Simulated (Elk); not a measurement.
# CoNiPd2: is a spiral lower than the collinear state?, part 2 of 2

Spirals of any wavevector fit in the chemical cell when spin–orbit coupling is left out. What does E(q) of CoNiPd2 say of its order and magnons?

Elk 11.2.3 (patched build); LDA (Perdew-Wang); all-electron APW+lo, Dirac cores, scalar-relativistic bands.

So far. Step 2 (Reference state): After 29 cycles the largest moment stands at 1.98 μB.

The structure was built from a prototype and need not be the compound's stable phase.

## Step 3: One pass at q = (0, 0.25, 0)

One diagonalisation in the potential of q = 0; by the force theorem the spiral's energy is the band energy with the smearing's entropy term, less that of a like pass at q = 0. The total energy that such a pass prints is not self-consistent and is not used.

Input file elk.in:

```
tasks
  1

xctype
  3

rgkmax
  7.0

nempty
  14

swidth
  0.002

reducebf
  0.5

epsengy
  1e-06

maxscl
  1

lmaxi
  3

spinsprl
  .true.

spinpol
  .true.

vqlss
  0.000000 0.250000 0.000000

sppath
  './'

avec
  7.29788796727 0.00000000000 0.00000000000
  0.00000000000 7.29788796727 0.00000000000
  0.00000000000 0.00000000000 6.88496391177

atoms
  3
  'Co.in'
  1
  0.0000000000 0.0000000000 0.0000000000   -0.000060 0.000000 0.000000
  'Ni.in'
  1
  0.5000000000 0.5000000000 0.0000000000   -0.000030 0.000000 0.000000
  'Pd.in'
  2
  0.5000000000 0.0000000000 0.5000000000   0.000000 0.000000 0.000000
  0.0000000000 0.5000000000 0.5000000000   0.000000 0.000000 0.000000

ngridk
  8 8 8
```

Run with:

```console
$ OMP_NUM_THREADS=4 elk
```

Numbers of over 12 decimals in the logs are rounded to 6 here.

The log of the run:

```text
Warning(gndstate): core states of species 1 leak from the muffin-tin :   0.4909244537E-03
Warning(gndstate): core states of species 2 leak from the muffin-tin :   0.2861837856E-03

--- INFO.OUT ---
┌─────────────────────────┐
│ Elk code version 11.2.3 │
└─────────────────────────┘

All units are atomic (Hartree, Bohr, etc.)

┌──────────────────────────────────────────┐
│ Ground-state run resuming from STATE.OUT │
└──────────────────────────────────────────┘

Lattice vectors :
   7.297887967       0.000000000       0.000000000
   0.000000000       7.297887967       0.000000000
   0.000000000       0.000000000       6.884963912

Species : 1 (Co)
 muffin-tin radius :    2.400000000
 atomic positions (lattice), magnetic fields (Cartesian) :
  1 :   0.00000000  0.00000000  0.00000000    0.00000000  0.00000000  0.00000000

Species : 2 (Ni)
 muffin-tin radius :    2.400000000
 atomic positions (lattice), magnetic fields (Cartesian) :
  1 :   0.50000000  0.50000000  0.00000000    0.00000000  0.00000000  0.00000000

Species : 3 (Pd)
 muffin-tin radius :    2.555193035
 atomic positions (lattice), magnetic fields (Cartesian) :
  1 :   0.50000000  0.00000000  0.50000000    0.00000000  0.00000000  0.00000000
  2 :   0.00000000  0.50000000  0.50000000    0.00000000  0.00000000  0.00000000

Total number of atoms per unit cell :    4
Total muffin-tin volume :    255.5738786
 ratio of muffin-tin to unit cell volume :   0.6969801531

Spin treatment :
 spin-polarised
 global magnetic field (Cartesian) :    0.000000000       0.000000000       0.000000000
 non-collinear magnetisation
 spin-spiral state assumed
  q-vector (lattice)   :    0.000000000      0.2500000000       0.000000000
  q-vector (Cartesian) :    0.000000000      0.2152398521       0.000000000
  q-vector length      :   0.2152398521

Number of Bravais lattice symmetries :    4
Number of crystal symmetries         :    4
Crystal has no inversion symmetry
Complex Hermitian eigensolver will be used

k-point grid :      8     8     8
k-point offset :    0.000000000       0.000000000       0.000000000
k-point set is reduced with full crystal symmetry group
Total number of k-points :      200

Muffin-tin radius times maximum |G+k| :    7.000000000
 using average radius
Maximum |G+k| for APW functions       :    2.825318792
Maximum (1/2)|G+k|²                   :    3.991213138
Maximum |G| for potential and density :    12.00000000
Constant for pseudocharge density :    8
 order of it for each species :   15  15  15
 order of it for pair densities of each species (exact exchange by exxq0 0: 15) :    9   9  10
Radial integration step length :    1

G-vector grid sizes :     28    28    27
Number of G-vectors :    10667

Maximum angular momentum used for
 APW functions            :    8
 outer part of muffin-tin :    6

Number of empty states         :     56
Total number of valence states :    180
Total number of core states    :     80

Third-order local-orbitals added for an l without core states : T
Total number of local-orbitals :     80

Exchange-correlation functional :      3     0     0
 Perdew-Wang/Ceperley-Alder, Phys. Rev. B 45, 13244 (1992)
 gradient requirement :    0
 local density approximation (LDA)

Smearing type :    3
 Fermi-Dirac
Smearing width :   0.2000000000E-02
Effective electronic temperature (K) :    631.5500496

Mixing type :    3
 Broyden mixing, J. Phys. A: Math. Gen. 17, L317 (1984)

Potential read in from STATE.OUT

┌──────────────────────────────┐
│ Self-consistent loop started │
└──────────────────────────────┘

┌─────────────────┐
│ Loop number : 1 │
└─────────────────┘

Reached self-consistent loops maximum

Energies :
 Fermi                       :     0.256494
 sum of occupied eigenvalues :     -7705.5517214958
 electron kinetic            :      13480.542337456
 core electron kinetic       :      12838.492103956
 Coulomb                     :     -26077.535502644
 Coulomb potential           :     -20659.520139873
 nuclear-nuclear             :     -1786.5284732128
 electron-nuclear            :     -27986.102585757
 Hartree                     :      3695.0955563252
 Madelung                    :     -15747.775432708
 xc potential                :     -526.48255422021
 xc effective B-field        :    -0.92657748854230E-01
 external B-field            :      0.000000
 exchange                    :     -383.66955128825
 correlation                 :     -13.509529165100
 electron entropic           :    -0.26930708727343E-02
 total energy                :     -12994.174938712
 (external B-field energy excluded from total)

Density of states at Fermi energy :    207.3465735
 (states/Hartree/unit cell)

Estimated indirect band gap :   0.5166298243E-04
 from k-point 170 to k-point 113
Estimated direct band gap   :   0.9876523872E-03
 at k-point 131

Charges :
 core                        :    80.00000000
 valence                     :    67.00000000
 interstitial                :    3.546596673
 muffin-tins (core leakage)
  species : 1 (Co)
   atom 1                    :    25.98705477     (  0.4909244537E-03)
  species : 2 (Ni)
   atom 1                    :    27.25247391     (  0.2861837856E-03)
  species : 3 (Pd)
   atom 1                    :    45.10523740     ( -0.1104475611E-04)
   atom 2                    :    45.10863725     ( -0.1104475611E-04)
 total in muffin-tins        :    143.4534033
 total calculated charge     :    146.9974297
 total charge                :    147.0000000
 error                       :   0.2570285975E-02

Moments :
 interstitial                :  -0.6429983386E-01 -0.6960972782E-05 -0.1017406717E-07
 muffin-tins
  species : 1 (Co)
   atom 1                    :    2.047556160      0.7685303707E-04  0.4098776660E-05
  species : 2 (Ni)
   atom 1                    :   0.7232844388      0.1729092453E-04 -0.1823961144E-05
  species : 3 (Pd)
   atom 1                    :   0.2777724481     -0.8782739373E-06  0.3376254472E-05
   atom 2                    :   0.2635053253      0.5822437596E-05  0.4920103131E-05
 total in muffin-tins        :    3.312118372      0.9908812526E-04  0.1057117312E-04
 total moment                :    3.247818538      0.9212715248E-04  0.1056099905E-04

┌──────────────────────────────┐
│ Self-consistent loop stopped │
└──────────────────────────────┘

Warning : core states of species 1 leak from the muffin-tin :   0.4909244537E-03

Warning : core states of species 2 leak from the muffin-tin :   0.2861837856E-03
```

Elapsed: 51 s, on 4 threads of Arm Neoverse V1, shared host; peak memory 0.53 GiB.

Numbers from this step:

- magnetization: 3.248, 0, 0 μB
- final state: spiral
- largest moment: 2.048 μB

Moments of a spiral are printed for the first cell, in the frame that turns with it; over the crystal the turning parts cancel.

By that sum this spiral lies +35.8 meV a seeded atom from q = 0.

## Step 4: One pass at q = (0, 0.5, 0)

elk.in: that of step 3 with these lines changed.

```diff
@@ -34,3 +34,3 @@
 vqlss
-  0.000000 0.250000 0.000000
+  0.000000 0.500000 0.000000
```

Run with:

```console
$ OMP_NUM_THREADS=4 elk
```

The log of the run:

```text
Warning(gndstate): core states of species 1 leak from the muffin-tin :   0.4909244537E-03
Warning(gndstate): core states of species 2 leak from the muffin-tin :   0.2861837856E-03

--- INFO.OUT ---
┌─────────────────────────┐
│ Elk code version 11.2.3 │
└─────────────────────────┘

All units are atomic (Hartree, Bohr, etc.)

┌──────────────────────────────────────────┐
│ Ground-state run resuming from STATE.OUT │
└──────────────────────────────────────────┘

Lattice vectors :
   7.297887967       0.000000000       0.000000000
[...]
species : 3 (Pd)
   atom 1                    :   0.1889745177     -0.1893804738E-04  0.3960712781E-05
   atom 2                    :   0.1225523407     -0.1255770360E-04  0.3916060518E-05
 total in muffin-tins        :    3.007123905      0.6961118355E-04  0.8821626006E-05
 total moment                :    2.961244720      0.5996092799E-04  0.8663954842E-05

┌──────────────────────────────┐
│ Self-consistent loop stopped │
└──────────────────────────────┘

Warning : core states of species 1 leak from the muffin-tin :   0.4909244537E-03

Warning : core states of species 2 leak from the muffin-tin :   0.2861837856E-03

[key lines of the parts left out:]
total energy                :     -12994.162499306
```

The job ended after 50 s (4 threads; peak memory 0.54 GiB).

Numbers from this step:

```yaml
magnetization: 2.961, 0, 0 μB
final_state: spiral
largest_moment: 2.168 μB
```

By that sum this spiral lies +82.0 meV a seeded atom from q = 0.

## Step 5: Another try

An input with a fault is tried, to see how the program answers.

Input file elk.in:

```
tasks
  0

xctype
  3

rgkmax
  4.0

nempty
  14

swidth
  0.002

reducebf
  0.5

epsengy
  1e-06

maxscl
  50

lmaxi
  3

spinsprl
  .true.

spinpol
  .true.

vqlss
  0.500000 0.500000 0.000000

sppath
  './'

avec
  7.29788796727 0.00000000000 0.00000000000
  0.00000000000 7.29788796727 0.00000000000
  0.00000000000 0.00000000000 6.88496391177

atoms
  3
  'Co.in'
  1
  0.0000000000 0.0000000000 0.0000000000   -0.060000 0.000000 0.000000
  'Ni.in'
  1
  0.5000000000 0.5000000000 0.0000000000   -0.030000 0.000000 0.000000
  'Pd.in'
  2
  0.5000000000 0.0000000000 0.5000000000   0.000000 0.000000 0.000000
  0.0000000000 0.5000000000 0.5000000000   0.000000 0.000000 0.000000

ngridk
  8 8 8
```

Run with:

```console
$ OMP_NUM_THREADS=4 elk
```

The log of the run:

```text
┌─────────────────────────┐
│ Elk code version 11.2.3 │
└─────────────────────────┘

All units are atomic (Hartree, Bohr, etc.)

┌─────────────────────────────────────────────────┐
│ Ground-state run starting from atomic densities │
└─────────────────────────────────────────────────┘

Lattice vectors :
   7.297887967       0.000000000       0.000000000
   0.000000000       7.297887967       0.000000000
   0.000000000       0.000000000       6.884963912

Species : 1 (Co)
 muffin-tin radius :    2.400000000
 atomic positions (lattice), magnetic fields (Cartesian) :
  1 :   0.00000000  0.00000000  0.00000000   -0.06000000  0.00000000  0.00000000

Species : 2 (Ni)
 muffin-tin radius :    2.400000000
 atomic positions (lattice), magnetic fields (Cartesian) :
  1 :   0.50000000  0.50000000  0.00000000   -0.03000000  0.00000000  0.00000000

Species : 3 (Pd)
 muffin-tin radius :    2.555193035
 atomic positions (lattice), magnetic fields (Cartesian) :
  1 :   0.50000000  0.00000000  0.50000000    0.00000000  0.00000000  0.00000000
  2 :   0.00000000  0.50000000  0.50000000    0.00000000  0.00000000  0.00000000

Total number of atoms per unit cell :    4
Total muffin-tin volume :    255.5738786
 ratio of muffin-tin to unit cell volume :   0.6969801531

Spin treatment :
 spin-polarised
 global magnetic field (Cartesian) :    0.000000000       0.000000000       0.000000000
 non-collinear magnetisation
 spin-spiral state assumed
  q-vector (lattice)   :   0.5000000000      0.5000000000       0.000000000
  q-vector (Cartesian) :   0.4304797042      0.4304797042       0.000000000
  q-vector length      :   0.6087902360

Number of Bravais lattice symmetries :    4
Number of crystal symmetries         :    4
Crystal has no inversion symmetry
Complex Hermitian eigensolver will be used

k-point grid :      8     8     8
k-point offset :    0.000000000       0.000000000       0.000000000
k-point set is reduced with full crystal symmetry group
Total number of k-points :      180

Muffin-tin radius times maximum |G+k| :    4.000000000
 using average radius
Maximum |G+k| for APW functions       :    1.614467881
Maximum (1/2)|G+k|²                   :    1.303253270
Maximum |G| for potential and density :    12.00000000
Constant for pseudocharge density :    8
 order of it for each species :   15  15  15
 order of it for pair densities of each species (exact exchange by exxq0 0: 15) :    3   3   3
Radial integration step length :    1

G-vector grid sizes :     28    28    27
Number of G-vectors :    10667

Maximum angular momentum used for
 APW functions            :    8
 outer part of muffin-tin :    6

Number of empty states         :     56
Total number of valence states :    180
Total number of core states    :     80

Third-order local-orbitals added for an l without core states : T
Total number of local-orbitals :     80

Exchange-correlation functional :      3     0     0
 Perdew-Wang/Ceperley-Alder, Phys. Rev. B 45, 13244 (1992)
 gradient requirement :    0
 local density approximation (LDA)

Smearing type :    3
 Fermi-Dirac
Smearing width :   0.2000000000E-02
Effective electronic temperature (K) :    631.5500496

Mixing type :    3
 Broyden mixing, J. Phys. A: Math. Gen. 17, L317 (1984)

Kohn-Sham potential initialised from atomic data

┌──────────────────────────────┐
│ Self-consistent loop started │
└──────────────────────────────┘

[... earlier loops left out ...]

┌─────────────────┐
│ Loop number : 7 │
└─────────────────┘

[key lines of the parts left out:]
total energy                :     -12995.918504568
```

Run time: 5 min. Hardware: 4 threads; peak memory 0.45 GiB.

The run was cut off at its time limit.

The fault put into the input: a cutoff far too low.

So small a basis of waves describes the states badly; the cutoff must rise until moments and differences stand still.

## Step 6: All wavevectors

Wavevectors, in fractions of the reciprocal vectors: (0, 0, 0); (0, 0.25, 0); (0, 0.5, 0); (0.25, 0.5, 0); (0.5, 0.5, 0); (0.25, 0.25, 0); (0, 0, 0); (0, 0, 0.25); (0, 0, 0.5). The path runs through Γ, X, M, Γ, Z.

The energy less that at q = 0, frozen potential by path:

```csv
path (Å⁻¹),"energy less that at q = 0, frozen potential (meV a seeded atom)"
0.00,0
0.41,35.8
0.81,82.0
1.22,86.4
1.63,88.7
2.20,52.3
2.78,0
3.21,33.2
3.64,59.6
```

## Step 7: Outcome

```json
{"lowest point": "(0, 0, 0), 0 meV a seeded atom (frozen potential)", "highest point": "(0.5, 0.5, 0), 88.7 meV a seeded atom"}
```

What this shows: No spiral on the path lies under the state at q = 0; the dearest costs 88.7 meV a seeded atom. The force theorem is exact for small turns only; a flat spiral at large q turns neighbours far. The mesh is the same for all points and was not tested: differences of a few meV, and of some ten in a metal, can be noise.

[Logs and program files are shortened in this print: banners, set-up blocks, solver, clock and traceback lines can be left out without a mark of their own.]

[Logs are printed without paths, hosts, clocks, repeated set-up lines and the standing remarks that a program may print on its own settings, such as how far it seeks lower states.]

[Hosts, paths, dates, database ids (printed as entryN), source tags and the programs' standing remarks are cut or masked in the printed files.]

[Where a cell is said to come from a database of computed structures, the database is the Materials Project.]
